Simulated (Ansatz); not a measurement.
# Tunnelling decay and corrugation (reconstruction): Ag(110) with every third atom of each close-packed row removed; Ir(100)-(2x1) missing row; and others

A simple barrier model says that the current falls as exp(−2κz) with κ = 0.512 √φ (Å⁻¹, φ in eV). How well does that hold over real surfaces, and how fast does atomic contrast fade as the tip draws back?

How it was computed: Ansatz 0.2.0, plane waves with PAW datasets (its set soft_2), functional as listed; relaxed slabs, Tersoff-Hamann images of the filled states within the window listed under the Fermi level. κ is fitted to the planar mean between 3 and 5 Å over the top atom; the model's barrier is the work function plus half the window. A setpoint is the mean density at the height named.

Results:

| surface | functional | work function (eV) | window (eV) | κ, model (Å⁻¹) | κ, fitted (Å⁻¹) | near setpoint (Å): corrugation (Å) | far setpoint (Å): corrugation (Å) |
| --- | --- | --- | --- | --- | --- | --- | --- |
| Ag(110) with every third atom of each close-packed row removed | PBEsol | 4.27 | 0.30 | 1.08 | 1.17 | 2.5: 1.042 | 4: 0.543 |
| Ni(100)-(3x1) missing row | PBE-D3(BJ) | 4.65 | 0.30 | 1.12 | 1.20 | 3: 0.862 | 4.5: 0.456 |
| Pd(110) with every third atom of each close-packed row removed | PBE | 4.72 | 0.50 | 1.14 | 1.28 | 2.5: 1.275 | 4: 0.786 |
| Cu(110) with every second atom of each close-packed row removed | LDA | 4.76 | 0.50 | 1.15 | 1.22 | 3: 0.668 | 4.5: 0.406 |
| Au(100)-(2x1) missing row | PBE | 4.88 | 0.40 | 1.16 | 1.28 | 3: 1.373 | 5: 0.650 |
| Pd(110)-(1x2) missing row | PBE | 4.97 | 0.40 | 1.16 | 1.28 | 3: 1.539 | 4.5: 1.167 |
| Rh(110)-(2x1)-N added row | PBEsol | 4.97 | 0.30 | 1.16 | 1.25 | 3: 1.043 | 5: 0.494 |
| Au(110) with every third atom of each close-packed row removed | PBE | 4.98 | 0.30 | 1.16 | 1.26 | 3: 1.019 | 4.5: 0.696 |
| Au(110) with every second atom of each close-packed row removed | PBE | 4.99 | 0.40 | 1.17 | 1.26 | 3: 1.168 | 5: 0.632 |
| Ir(100)-(2x1) missing row | LDA | 5.46 | 0.40 | 1.22 | 1.29 | 3: 1.645 | 5: 0.695 |

What this shows: The fitted κ is 1.06 to 1.12 times the model's, and larger in 10 of 10. Momentum along the surface adds to κ² and raises it, while a barrier that has not reached its full height this near the surface lowers it. Worked for Ag(110) with every third atom of each close-packed row removed: 0.512 × √(4.27 + 0.15) = 1.08 Å⁻¹; with the fitted 1.17 Å⁻¹ the current falls by exp(2 × 1.17) = 10.4 per Å. Where it is still over 0.005 Å at the far setpoint (10 rows), the corrugation falls by a factor of 1.2 to 1.5 per Å.

Caveats: The model has an s-wave tip and no forces between tip and sample. Semilocal potentials reach the vacuum level too fast, without an image tail. The surfaces are built from prototypes and need not be the stable ones; functionals, windows and heights differ between rows (the narrowest window from 0.2 eV on is taken, and runs with charge in the vacuum are left out), and rows with Cr, Mn, Fe, Co, Ni or Gd rest on one magnetic start or none. The table is a selection: not every member that was run is listed.
